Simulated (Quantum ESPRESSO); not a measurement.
# Core-hole calculation of the B K edge in BN (P6_3/mmc), part 2 of 2

Aim: the near-edge shape at the B K edge of BN (P6_3/mmc), and what the core hole does to it.

Quantum ESPRESSO 7.5; X-ray absorption near-edge structure, plane-wave PAW LDA, one-electron final states by a Lanczos continued fraction.

So far. Step 8 (Spectrum with FCH, B atom 3): The hole costs E(hole) − E(ground) = 186.24 eV, and the lowest empty level of the hole cell lies at 5.96 eV, which puts the zero at 192.20 eV. One term is added: -5.56 eV, since the hole is spin-paired here and a spin-polarised one costs that much less in the free atom (computed apart). The photon energy is then 186.64 eV.

The database entry behind the starting cell differs from later determinations by our own check (about 0.3 % short, minor phase), so it need not match the best structure at ambient conditions.

## (13) Reference energy of the cell

The cell and mesh change for the next run, so it gets a reference energy of its own.

The input, scf.in:

```
&control
   calculation='scf', prefix='x', pseudo_dir='../pp', outdir='tmp', tprnfor=.true.
/
&system
   ibrav=0, nat=4, ntyp=2, nbnd=12
   ecutwfc=57, ecutrho=370
   occupations='fixed'
/
&electrons
   conv_thr=4.0e-08, electron_maxstep=120
   mixing_beta=0.5
/
ATOMIC_SPECIES
N 1.0 N.lda-n-kjpaw.UPF
B 1.0 B.lda-n-kjpaw.UPF
CELL_PARAMETERS angstrom
  2.49824000 0.00000000 0.00000000
  -1.24912000 2.16353930 0.00000000
  0.00000000 0.00000000 6.63570000
ATOMIC_POSITIONS crystal
N    0.66666667 0.33333333 0.25000000
N    0.33333333 0.66666667 0.75000000
B    0.66666667 0.33333333 0.75000000
B    0.33333333 0.66666667 0.25000000
K_POINTS automatic
8 8 3 0 0 0
```

The run is started by

```
OMP_NUM_THREADS=1 mpirun --oversubscribe --bind-to none -np 8 pw.x -nk 8 -in scf.in > scf.out
```

Elapsed: 1.8 s, on 8 MPI ranks of Arm Neoverse V2, shared host; peak memory 0.06 GiB; 13 s of CPU time.

## (14) Cell with FCH, B atom 3

A smaller cell brings the holes closer; here they are 2.5 Å apart.

Changed against the first core-hole run: supercell atoms from 16 to 4.

Changes to scf.in since step 13:

```diff
@@ -4,5 +4,6 @@
 &system
-   ibrav=0, nat=4, ntyp=2, nbnd=12
+   ibrav=0, nat=4, ntyp=3, nbnd=12
    ecutwfc=57, ecutrho=370
    occupations='fixed'
+   tot_charge=1
 /
@@ -14,2 +15,3 @@
 N 1.0 N.lda-n-kjpaw.UPF
+B0 1.0 B.lda-n-kjpaw-1sch.UPF
 B 1.0 B.lda-n-kjpaw.UPF
@@ -22,3 +24,3 @@
 N    0.33333333 0.66666667 0.75000000
-B    0.66666667 0.33333333 0.75000000
+B0   0.66666667 0.33333333 0.75000000
 B    0.33333333 0.66666667 0.25000000
```

Wall time 2.5 s (8 MPI ranks); peak memory 0.06 GiB.

## (15) Spectrum with FCH, B atom 3

Changed against the first core-hole run: supercell atoms from 16 to 4.

The input, xspectra.in:

```
&input_xspectra
   calculation='xanes_dipole', edge='K'
   prefix='x', outdir='tmp', xiabs=2, xe0=5.0256
   xonly_plot=.false., x_save_file='xanes.sav'
   xniter=3000, xcheck_conv=20, xerror=0.005
   xcoordcrys=.false., xepsilon(1)=1, xepsilon(2)=0, xepsilon(3)=0
/
&plot
   xnepoint=413, xemin=-10, xemax=45, terminator=.true., cut_occ_states=.true.
   xgamma=0.4
/
&pseudos
   filecore='../B.wfc'
/
&cut_occ
   cut_desmooth=0.1, cut_stepl=0.05, cut_stepu=0.05, cut_ierror=1e-5
/
10 10 4 0 0 0
```

The run is started by

```
OMP_NUM_THREADS=1 mpirun --oversubscribe --bind-to none -np 8 xspectra.x -nk 8 -in xspectra.in > xspectra.out
```

Wall time 19 s (8 MPI ranks); peak memory 0.07 GiB.

These settings depart from the first run's and aren't meant as converged.

Against the first run the r.m.s. difference is 53 %. Another feature, at 5.2 eV (2.11), becomes the highest below 16 eV; the one at 0.9 eV (2.52) is now at 0.3 eV (1.03).

```csv
E (eV),first run,this run
-2.0,0.09,0.07
-0.5,0.45,0.34
1.0,2.33,0.68
2.5,0.26,0.54
4.0,0.40,0.77
5.5,0.90,1.76
7.0,2.19,1.36
8.5,1.75,0.74
10.0,1.13,1.09
11.5,0.92,0.91
13.0,0.97,1.26
14.5,0.81,1.05
16.0,1.19,0.74
17.5,0.74,0.80
19.0,0.36,0.88
20.5,0.58,0.92
22.0,1.06,0.81
23.5,1.12,0.41
25.0,0.67,0.27
26.5,0.37,0.32
28.0,0.31,0.24
29.5,0.31,0.25
31.0,0.33,0.32
```

## (16) With and without the hole

Both curves are counted from their own zero, so only the shift of weight within the empty states shows.

```csv
E (eV),no hole,FCH
-2.0,0.06,0.09
-1.0,0.11,0.20
0.0,0.47,0.92
1.0,1.09,2.33
2.0,0.76,0.40
3.0,0.61,0.26
4.0,0.37,0.40
5.0,0.48,0.53
6.0,0.62,1.46
7.0,1.30,2.19
8.0,1.62,1.37
9.0,1.14,2.11
10.0,0.92,1.13
11.0,1.48,1.11
12.0,1.11,0.84
13.0,1.12,0.97
14.0,1.18,0.79
15.0,1.00,0.81
16.0,1.39,1.19
17.0,1.40,0.84
18.0,0.80,0.51
19.0,0.65,0.36
20.0,0.58,0.43
21.0,0.88,0.77
22.0,1.41,1.06
23.0,2.32,1.37
24.0,1.69,0.90
25.0,1.57,0.67
26.0,1.08,0.37
27.0,0.62,0.38
28.0,0.52,0.31
29.0,0.63,0.28
30.0,0.50,0.34
31.0,0.72,0.33
32.0,0.69,0.35
```

With each curve scaled to its own mean, the area from −2 to 6 eV with the hole is 5.6 against 4.2, and the centre of weight from −1 to 20 eV moves by -1.5 eV: the hole pulls the absorber's empty states down.

## (17) Against the measurement

Features are paired by their description (first, strongest, rising edge, steepest rise) or, failing that, by nearness after a common offset; their character isn't checked.

XSpectra LDA (Lorentzian half width 0.4 eV up to 4 eV, rising linearly to 1.75 eV at 25 eV (not a setting of the program: the run's 0.4 eV curve was folded afterwards with a further Lorentzian above 4 eV)):

| measured feature | measured (eV) | computed feature | computed (eV) | difference (eV) |
| --- | --- | --- | --- | --- |
| B K-edge, 1s to pi* resonance | 192 | first maximum | 187.5 | -4.5 |

## (18) Outcome

```json
{"absorber and edge": "B K, atom 3 of the ground-state input (counted from 1)", "surroundings": "3 N at 1.44 Å (trigonal planar, site symmetry -6m2)", "highest intensity below 16 eV": "0.9 eV above the zero, height 2.52", "photon energy of the zero, with the added terms": "186.6 eV (raw 192.2 eV; LDA puts this hole about 2 eV below PBE, itself good to a few eV)"}
```

What this shows: XSpectra LDA lies 4.5 eV below the measured energy, of which about 2 eV is this functional's underpricing of the hole against PBE in the free atom. Energy scales of different experiments differ by up to about 1 eV. The B K edge of atom 3, with 3 N at 1.44 Å (trigonal planar, site symmetry -6m2), has its highest intensity of the first 16 eV at 0.9 eV above the zero, near 188 eV in photon energy (LDA puts this hole about 2 eV below PBE, itself good to a few eV), 2.5 times the mean level of the first 20 eV (Lorentzian half width 0.4 eV). With each curve scaled to its own mean, the area from −2 to 6 eV with the hole is 5.6 against 4.2, and the centre of weight from −1 to 20 eV moves by -1.5 eV: the hole pulls the absorber's empty states down. Changing the core hole to XCH alters the shape by 13 % r.m.s., a modest effect on the whole. A cell with holes 2.5 Å apart changes the curve by 53 % r.m.s. (48 % after the best shift). At the B K edge of atom 3 polarisation matters most near 0.9 eV, where the curves differ by 7.4 on this scale. The holes are only 5.0 Å apart, so the shape is probably not converged with cell size; no larger cell was run here. Lifetime broadening is put in by hand, and intensities beyond about 20 eV depend on it and on the partial waves. The structure is a published determination, not relaxed.

[Logs are printed without paths, hosts, clocks, repeated set-up lines and the standing remarks that a program may print on its own settings, such as how far it seeks lower states.]

[Hosts, paths, dates, database ids (printed as entryN), source tags and the programs' standing remarks are cut or masked in the printed files.]

[Lists of maxima count a maximum above −3 eV only where it reaches 4 % of the highest in the window and stands out from its surroundings by 2 % of it (1.5 % where it reaches 55 %); shoulders and weaker maxima are passed over, and of the rest the first, up to two pre-edge ones and the few strongest are named.]
